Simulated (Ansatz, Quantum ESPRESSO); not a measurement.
# Screening and band shifts of Y2NF2 MXene, 1 layer, part 6 of 6

Aim: how Y2NF2 MXene, 1 layer screens a field along its normal, and what the field does to its bands.

Quantum ESPRESSO 7.5; plane-wave DFT, RPBE, GBRV ultrasoft pseudopotentials made under PBE; geometry and cross-check by Ansatz 0.2.0 with PAW datasets.

So far. Step 14 (Valence density): The density integrates to 41.000 electrons, as the 41 of the input ask. Step 19 (The same in Ansatz: field 0.1 V/Å): At 0.1 V/Å Ansatz's dipole is 0.0302 e Å against 0.0300 from pw.x, under another functional.

## 22. Ground state, with K_POINTS = [6, 6, 1]

A sensitivity test on the input.

Level of this step: plane-wave DFT, RPBE, GBRV ultrasoft pseudopotentials made under PBE (Quantum ESPRESSO 7.5). input_dft overrides the functional of the files.

The input, f1.w0.in:

```
&control
  prefix = 'f1.w0'
  outdir = './out'
  pseudo_dir = './pseudo'
  calculation = 'scf'
  tprnfor = .true.
  tefield = .true.
  dipfield = .true.
/
&system
  ibrav = 0
  nat = 5
  ntyp = 3
  ecutwfc = 40
  ecutrho = 200
  input_dft = 'rpbe'
  occupations = 'smearing'
  smearing = 'fd'
  degauss = 0.004
  edir = 3
  emaxpos = 0.97
  eopreg = 0.04
  eamp = 0.00194469
/
&electrons
  conv_thr = 1e-09
  mixing_beta = 0.4
  electron_maxstep = 120
  mixing_mode = 'plain'
/
ATOMIC_SPECIES
  F   18.9984  f_pbe_v1.4.uspp.F.UPF
  Y   88.9058  y_pbe_v1.4.uspp.F.UPF
  N   14.0070  n_pbe_v1.2.uspp.F.UPF
CELL_PARAMETERS angstrom
  3.46175244084203 0.00000000000000 0.00000000000000
  -1.73087622042101 2.99796555538198 0.00000000000000
  0.00000000000000 0.00000000000000 21.99530070670000
ATOMIC_POSITIONS crystal
  F   0.333333333333 0.666666666667 0.382595270704
  Y   0.666666666667 0.333333333333 0.439472193567
  N   -0.000000000000 0.000000000000 0.499999998864
  Y   0.333333333333 0.666666666667 0.560527802160
  F   0.666666666667 0.333333333333 0.617404734704
K_POINTS automatic
  6 6 1 0 0 0
```

On the command line:

```console
OMP_NUM_THREADS=1 mpirun -n 4 pw.x -nk 2 -in f1.w0.in > f1.w0.out
```

The log of the run:

```text
[banner, memory and clock lines left out]
Program PWSCF v.7.5 starts
[citation notice left out]

[...]
bravais-lattice index     =            0
     lattice parameter (alat)  =       6.5418  a.u.
     unit-cell volume          =    1540.4555 (a.u.)^3
     number of atoms/cell      =            5
     number of atomic types    =            3
     number of electrons       =        41.00
     number of Kohn-Sham states=           25
     kinetic-energy cutoff     =      40.0000  Ry
     charge density cutoff     =     200.0000  Ry
     scf convergence threshold =      1.0E-09
     mixing beta               =       0.4000
     number of iterations used =            8  plain     mixing
     Exchange-correlation= RPBE
                           (   1   4  44   4   0   0   0)

[...]
PseudoPot. # 1 for F  read from file:
     ./pseudo/f_pbe_v1.4.uspp.F.UPF
     Pseudo is Ultrasoft, Zval =  7.0
     Generated by new atomic code, or converted to UPF format
     Using radial grid of  799 points,  4 beta functions with:
                l(1) =   0
                l(2) =   0
                l(3) =   1
                l(4) =   1
     Q(r) pseudized with  8 coefficients,  rinner =    0.950   0.950   0.950

     PseudoPot. # 2 for Y  read from file:
     ./pseudo/y_pbe_v1.4.uspp.F.UPF
     Pseudo is Ultrasoft + core correction, Zval = 11.0
     Generated by new atomic code, or converted to UPF format
     Using radial grid of  885 points,  6 beta functions with:
                l(1) =   0
                l(2) =   0
                l(3) =   1
                l(4) =   1
                l(5) =   2
                l(6) =   2
     Q(r) pseudized with  8 coefficients,  rinner =    1.200   1.200   1.200
                                                       1.200   1.200

     PseudoPot. # 3 for N  read from file:
     ./pseudo/n_pbe_v1.2.uspp.F.UPF
     Pseudo is Ultrasoft + core correction, Zval =  5.0
     Generated by new atomic code, or converted to UPF format
     Using radial grid of  729 points,  4 beta functions with:
                l(1) =   0
                l(2) =   0
                l(3) =   1
                l(4) =   1
     Q(r) pseudized with  8 coefficients,  rinner =    0.900   0.900   0.900

     atomic species   valence    mass     pseudopotential
     F                 7.00    18.99840     F ( 1.00)
     Y                11.00    88.90580     Y ( 1.00)
     N                 5.00    14.00700     N ( 1.00)

     No symmetry found

[...]
number of k points=    20  Fermi-Dirac smearing, width (Ry)=  0.0040
[...]
Dense  grid:    73609 G-vectors     FFT dimensions: (  30,  30, 192)

     Smooth grid:    52673 G-vectors     FFT dimensions: (  27,  27, 180)

     Initial potential from superposition of free atoms

     starting charge      40.9911, renormalised to      41.0000

     negative rho (up, down):  5.067E-04 0.000E+00

     Adding external electric field

     Computed dipole along edir(3) :
        Dipole               -0.0000 Ry au,         -0.0000 Debye
        Dipole field         -0.0000 Ry au,

        E field amplitude [Ha a.u.]:  1.9447E-03
        Potential amp.        0.1552 Ry
        Total length         39.9025 bohr

     Starting wfcs are   38 randomized atomic wfcs

     per-process dynamical memory:    44.8 Mb

     Self-consistent Calculation

     iteration #  1     ecut=    40.00 Ry     beta= 0.40
     Davidson diagonalization with overlap
     ethr =  1.00E-02,  avg # of iterations =  2.0

     negative rho (up, down):  3.658E-04 0.000E+00

     Adding external electric field

     Computed dipole along edir(3) :
        Dipole                0.1197 Ry au,          0.3042 Debye
        Dipole field          0.0010 Ry au,

        E field amplitude [Ha a.u.]:  1.9447E-03
        Potential amp.        0.0773 Ry
        Total length         39.9025 bohr

     total energy              =    -303.50544022 Ry
     estimated scf accuracy    <       1.41581024 Ry

     iteration #  2     ecut=    40.00 Ry     beta= 0.40
[...]
negative rho (up, down):  3.690E-04 0.000E+00

[...]
Dipole               -0.0495 Ry au,         -0.1257 Debye
[...]
E field amplitude [Ha a.u.]:  1.9447E-03
[...]
total energy              =    -303.87190926 Ry
     estimated scf accuracy    <       0.32599897 Ry

     iteration #  3     ecut=    40.00 Ry     beta= 0.40
[...]
negative rho (up, down):  3.956E-04 0.000E+00

[...]
Dipole                0.1441 Ry au,          0.3663 Debye
[...]
E field amplitude [Ha a.u.]:  1.9447E-03
[...]
total energy              =    -303.91859793 Ry
     estimated scf accuracy    <       0.05106279 Ry

     iteration #  4     ecut=    40.00 Ry     beta= 0.40
[...]
negative rho (up, down):  4.268E-04 0.000E+00

[...]
Dipole                0.0316 Ry au,          0.0802 Debye
[...]
E field amplitude [Ha a.u.]:  1.9447E-03
[...]
total energy              =    -303.92448166 Ry
     estimated scf accuracy    <       0.03654572 Ry

     iteration #  5     ecut=    40.00 Ry     beta= 0.40
[...]
negative rho (up, down):  4.823E-04 0.000E+00

[...]
Dipole                0.0540 Ry au,          0.1373 Debye
[...]
E field amplitude [Ha a.u.]:  1.9447E-03
[...]
total energy              =    -303.92909337 Ry
     estimated scf accuracy    <       0.00482992 Ry

     iteration #  6     ecut=    40.00 Ry     beta= 0.40
[...]
negative rho (up, down):  5.050E-04 0.000E+00

[...]
Dipole                0.0590 Ry au,          0.1500 Debye
[...]
E field amplitude [Ha a.u.]:  1.9447E-03
[...]
total energy              =    -303.92950509 Ry
     estimated scf accuracy    <       0.00043738 Ry

[...]
iteration # 10     ecut=    40.00 Ry     beta= 0.40
[...]
negative rho (up, down):  5.245E-04 0.000E+00

[...]
Dipole                0.0568 Ry au,          0.1443 Debye
[...]
E field amplitude [Ha a.u.]:  1.9447E-03
[...]
total energy              =    -303.92964932 Ry
     estimated scf accuracy    <       0.00000286 Ry

     iteration # 11     ecut=    40.00 Ry     beta= 0.40
[...]
negative rho (up, down):  5.252E-04 0.000E+00

[...]
Dipole                0.0568 Ry au,          0.1443 Debye
[...]
E field amplitude [Ha a.u.]:  1.9447E-03
[...]
total energy              =    -303.92964993 Ry
     estimated scf accuracy    <       0.00000009 Ry

     iteration # 12     ecut=    40.00 Ry     beta= 0.40
[...]
negative rho (up, down):  5.256E-04 0.000E+00

[...]
Dipole                0.0568 Ry au,          0.1444 Debye
[...]
E field amplitude [Ha a.u.]:  1.9447E-03
[...]
total energy              =    -303.92964993 Ry
     estimated scf accuracy    <       0.00000007 Ry

     iteration # 13     ecut=    40.00 Ry     beta= 0.40
[...]
negative rho (up, down):  5.261E-04 0.000E+00

[...]
Dipole                0.0568 Ry au,          0.1444 Debye
[...]
E field amplitude [Ha a.u.]:  1.9447E-03
[...]
End of self-consistent calculation

          k = 0.0000 0.0000 0.0000 (  6671 PWs)   bands (ev):

   -41.3961 -41.3081 -24.1624 -24.0703 -21.4726 -21.1302 -21.1302 -21.0643
   -21.0643 -20.7881 -12.3194  -5.7481  -5.4473  -5.4473  -5.3977  -5.3319
    -5.3319  -2.5990  -1.7020  -1.7020   2.9939   3.2927   3.2927   3.3397
     3.6076

          k = 0.0000 0.1925 0.0000 (  6627 PWs)   bands (ev):

   -41.3704 -41.2926 -24.1709 -24.0915 -21.7076 -21.2287 -21.1915 -21.0877
   -20.9349 -20.8386 -12.2765  -5.6068  -5.5211  -5.4723  -5.4152  -5.3152
    -5.2698  -2.4066  -2.1157  -1.7473   2.3855   3.4113   3.6993   3.8098
     4.0130

[...]
the Fermi energy is     1.8813 ev

!    total energy              =    -303.92964995 Ry
     estimated scf accuracy    <          8.3E-10 Ry
     smearing contrib. (-TS)   =      -0.00150627 Ry
     internal energy E=F+TS    =    -303.92814367 Ry

     The total energy is F=E-TS. E is the sum of the following terms:
     one-electron contribution =   -2052.10546662 Ry
     hartree contribution      =    1033.37243751 Ry
     xc contribution           =     -79.49771767 Ry
     ewald contribution        =     794.30279776 Ry
     electric field correction =      -0.00019465 Ry

     convergence has been achieved in  13 iterations

     negative rho (up, down):  5.261E-04 0.000E+00

     Forces acting on atoms (cartesian axes, Ry/au):

     atom    1 type  1   force =     0.00000021    0.00000003   -0.00965625
     atom    2 type  2   force =    -0.00000034   -0.00000029    0.00403716
     atom    3 type  3   force =     0.00000008    0.00000002   -0.00037495
     atom    4 type  2   force =     0.00000018    0.00000056   -0.00021219
     atom    5 type  1   force =    -0.00000013   -0.00000033    0.00620622

     Total force =     0.012176     Total SCF correction =     0.000107

[...]
```

It took 48 s on 4 MPI ranks of Intel Xeon Platinum 8259CL at 2.50GHz (Skylake/Cascade Lake), shared host; peak memory 0.53 GiB.

The changed values were drawn from a wide range, not chosen for quality; the comparison shows what they did here together.

Beside the run it was changed from:

```csv
quantity,this run,unchanged run,difference
dipole along the normal (e·Å),0.03006,0.03002,4.2e-5
free energy (eV),-4135.174,-4135.196,0.023
wall time (s),48,91,
SCF iterations,13,9,
```

The free energy moves by +4.6 meV an atom.

This run starts from superposed atoms, the unchanged one from a saved density, so their iteration counts don't compare.

The physical values in this table move by up to 0.14 %.

## 23. SCF with pw.x, with eamp = 0.05

One more run, with a changed input.

The input, f1.bad.in:

```
&control
  prefix = 'f1.bad'
  outdir = './out'
  pseudo_dir = './pseudo'
  calculation = 'scf'
  tprnfor = .true.
  tefield = .true.
  dipfield = .true.
/
&system
  ibrav = 0
  nat = 5
  ntyp = 3
  ecutwfc = 40
  ecutrho = 200
  input_dft = 'rpbe'
  occupations = 'smearing'
  smearing = 'fd'
  degauss = 0.004
  edir = 3
  emaxpos = 0.97
  eopreg = 0.04
  eamp = 0.05
/
&electrons
  conv_thr = 1e-09
  mixing_beta = 0.4
  electron_maxstep = 50
  mixing_mode = 'plain'
/
ATOMIC_SPECIES
  F   18.9984  f_pbe_v1.4.uspp.F.UPF
  Y   88.9058  y_pbe_v1.4.uspp.F.UPF
  N   14.0070  n_pbe_v1.2.uspp.F.UPF
CELL_PARAMETERS angstrom
  3.46175244084203 0.00000000000000 0.00000000000000
  -1.73087622042101 2.99796555538198 0.00000000000000
  0.00000000000000 0.00000000000000 21.99530070670000
ATOMIC_POSITIONS crystal
  F   0.333333333333 0.666666666667 0.382595270704
  Y   0.666666666667 0.333333333333 0.439472193567
  N   -0.000000000000 0.000000000000 0.499999998864
  Y   0.333333333333 0.666666666667 0.560527802160
  F   0.666666666667 0.333333333333 0.617404734704
K_POINTS automatic
  12 12 1 0 0 0
```

On the command line:

```console
OMP_NUM_THREADS=1 mpirun -n 4 pw.x -nk 4 -in f1.bad.in > f1.bad.out
```

The log of the run:

```text
[banner, memory and clock lines left out]
Program PWSCF v.7.5 starts

          URL

     Presently no symmetry can be used with electric field

     IMPORTANT: XC functional enforced from input :
     Exchange-correlation= RPBE
                           (   1   4  44   4   0   0   0)
     Any further DFT definition will be discarded
     Please, verify this is what you really want

     G-vector sticks info

     bravais-lattice index     =            0
     lattice parameter (alat)  =       6.5418  a.u.
     unit-cell volume          =    1540.4555 (a.u.)^3
     number of atoms/cell      =            5
     number of atomic types    =            3
     number of electrons       =        41.00
     number of Kohn-Sham states=           25
     kinetic-energy cutoff     =      40.0000  Ry
     charge density cutoff     =     200.0000  Ry
     scf convergence threshold =      1.0E-09
     mixing beta               =       0.4000
     number of iterations used =            8  plain     mixing
     Exchange-correlation= RPBE
                           (   1   4  44   4   0   0   0)

     celldm(1)=   6.541764  celldm(2)=   0.000000  celldm(3)=   0.000000
     celldm(4)=   0.000000  celldm(5)=   0.000000  celldm(6)=   0.000000

     crystal axes: (cart. coord. in units of alat)
               a(1) = (   1.000000   0.000000   0.000000 )
               a(2) = (  -0.500000   0.866025   0.000000 )
               a(3) = (   0.000000   0.000000   6.353805 )

     reciprocal axes: (cart. coord. in units 2 pi/alat)
               b(1) = (  1.000000  0.577350 -0.000000 )
               b(2) = (  0.000000  1.154701  0.000000 )
               b(3) = (  0.000000 -0.000000  0.157386 )

     PseudoPot. # 1 for F  read from file:
     ./pseudo/f_pbe_v1.4.uspp.F.UPF
     Pseudo is Ultrasoft, Zval =  7.0
     Generated by new atomic code, or converted to UPF format
     Using radial grid of  799 points,  4 beta functions with:
                l(1) =   0
                l(2) =   0
                l(3) =   1
                l(4) =   1
     Q(r) pseudized with  8 coefficients,  rinner =    0.950   0.950   0.950

     PseudoPot. # 2 for Y  read from file:
     ./pseudo/y_pbe_v1.4.uspp.F.UPF
     Pseudo is Ultrasoft + core correction, Zval = 11.0
     Generated by new atomic code, or converted to UPF format
     Using radial grid of  885 points,  6 beta functions with:
                l(1) =   0
                l(2) =   0
                l(3) =   1
                l(4) =   1
                l(5) =   2
                l(6) =   2
     Q(r) pseudized with  8 coefficients,  rinner =    1.200   1.200   1.200
                                                       1.200   1.200

     PseudoPot. # 3 for N  read from file:
     ./pseudo/n_pbe_v1.2.uspp.F.UPF
     Pseudo is Ultrasoft + core correction, Zval =  5.0
[...]
Dipole field          0.0258 Ry au,

        E field amplitude [Ha a.u.]:  5.0000E-02
        Potential amp.        1.9289 Ry
        Total length         39.9025 bohr

     total energy              =    -304.07753487 Ry
     estimated scf accuracy    <       0.09808709 Ry

     iteration # 47     ecut=    40.00 Ry     beta= 0.40
     Davidson diagonalization with overlap
     ethr =  3.29E-05,  avg # of iterations =  3.6

     negative rho (up, down):  7.558E-05 0.000E+00

     Adding external electric field

     Computed dipole along edir(3) :
        Dipole                3.2251 Ry au,          8.1973 Debye
        Dipole field          0.0263 Ry au,

        E field amplitude [Ha a.u.]:  5.0000E-02
        Potential amp.        1.8907 Ry
        Total length         39.9025 bohr

     total energy              =    -304.07546930 Ry
     estimated scf accuracy    <       0.01179381 Ry

     iteration # 48     ecut=    40.00 Ry     beta= 0.40
     Davidson diagonalization with overlap
     c_bands:  1 eigenvalues not converged
     ethr =  2.88E-05,  avg # of iterations =  7.4

     negative rho (up, down):  9.469E-05 0.000E+00

     Adding external electric field

     Computed dipole along edir(3) :
        Dipole                3.1746 Ry au,          8.0691 Debye
        Dipole field          0.0259 Ry au,

        E field amplitude [Ha a.u.]:  5.0000E-02
        Potential amp.        1.9235 Ry
        Total length         39.9025 bohr

     total energy              =    -304.07465392 Ry
     estimated scf accuracy    <       0.10509716 Ry

     iteration # 49     ecut=    40.00 Ry     beta= 0.40
     Davidson diagonalization with overlap
     ethr =  2.88E-05,  avg # of iterations =  3.8

     negative rho (up, down):  8.249E-05 0.000E+00

     Adding external electric field

     Computed dipole along edir(3) :
        Dipole                3.1897 Ry au,          8.1074 Debye
        Dipole field          0.0260 Ry au,

        E field amplitude [Ha a.u.]:  5.0000E-02
        Potential amp.        1.9137 Ry
        Total length         39.9025 bohr

     total energy              =    -304.07892874 Ry
     estimated scf accuracy    <       0.03280564 Ry

     iteration # 50     ecut=    40.00 Ry     beta= 0.40
     Davidson diagonalization with overlap
     ethr =  2.88E-05,  avg # of iterations =  1.1

     negative rho (up, down):  1.076E-04 0.000E+00

     Adding external electric field

     Computed dipole along edir(3) :
        Dipole                3.1463 Ry au,          7.9971 Debye
        Dipole field          0.0257 Ry au,

        E field amplitude [Ha a.u.]:  5.0000E-02
        Potential amp.        1.9420 Ry
        Total length         39.9025 bohr

     total energy              =    -304.08063358 Ry
     estimated scf accuracy    <       0.00755901 Ry

     End of self-consistent calculation

     convergence NOT achieved after  50 iterations: stopping

     XML data file, charge density

                                        0.00s GPU  (    6516 calls)

Note: The following floating-point exceptions are signalling: IEEE_UNDERFLOW_FLAG IEEE_DENORMAL
Note: The following floating-point exceptions are signalling: IEEE_UNDERFLOW_FLAG IEEE_DENORMAL
Note: The following floating-point exceptions are signalling: IEEE_UNDERFLOW_FLAG IEEE_DENORMAL
Note: The following floating-point exceptions are signalling: IEEE_UNDERFLOW_FLAG IEEE_DENORMAL
```

Wall time 9.1 min (4 MPI ranks); peak memory 0.78 GiB.

The run ended without convergence. The estimated SCF accuracy went from 317 Ry in the first cycle kept to 0.00756 Ry at best and 0.00756 Ry in the last. The change made on purpose: a field far too strong.

More iterations help only where the error still falls; otherwise the mixing, the start or the set-up has to change.

## 24. Worked from the printed numbers

α = Δp/E = (0.03002 − (-0.00004)) e Å / 0.1 V/Å = 0.3006 e Å²/V; times e/(4πε₀) = 14.40 V Å this is 4.329 Å³. With A = 10.378 Å², 4πα/A = 5.242 Å.

## 25. Outcome

* polarisability along the normal, a cell: 4.33 Å³
* sheet polarisability 4πα/A: 5.24 Å
* dipole without a field: 0 e·Å

The sheet answers a field with a polarisability of 4.33 Å³ a cell, or 4πα/A = 5.24 Å (RPBE, GBRV ultrasoft (made under PBE)). In pw.x the dipole follows the field linearly over the range tried. A perfect conductor 5.24 Å thick would screen alike; the outer atoms lie 5.16 Å apart. At 0.1 V/Å the sheet takes 0.524 eV off the potential drop. Quantum ESPRESSO and Ansatz give 4.329 and 4.343 Å³ for the polarisability (pw.x from 0 and 0.1 V/Å, Ansatz from ±0.1 V/Å, under PBE), which agree. The ions stay at their zero-field places, so this is the electrons' response alone. Without a field the sheet has no gap. Spin-orbit coupling is left out; depending on the atoms that carry the levels of interest, it can split and shift them by tens to hundreds of meV. The runs have no spin polarisation although the electron count is odd.

[Logs are printed without paths, hosts, clocks, repeated set-up lines and the standing remarks that a program may print on its own settings, such as how far it seeks lower states.]

[Hosts, paths, dates, database ids (printed as entryN), source tags and the programs' standing remarks are cut or masked in the printed files.]

[Maps of the electrostatic potential energy from Ansatz leave out the sawtooth potential of an applied field or a dipole correction, so their vacuum need not be flat; planar profiles and work functions include it.]
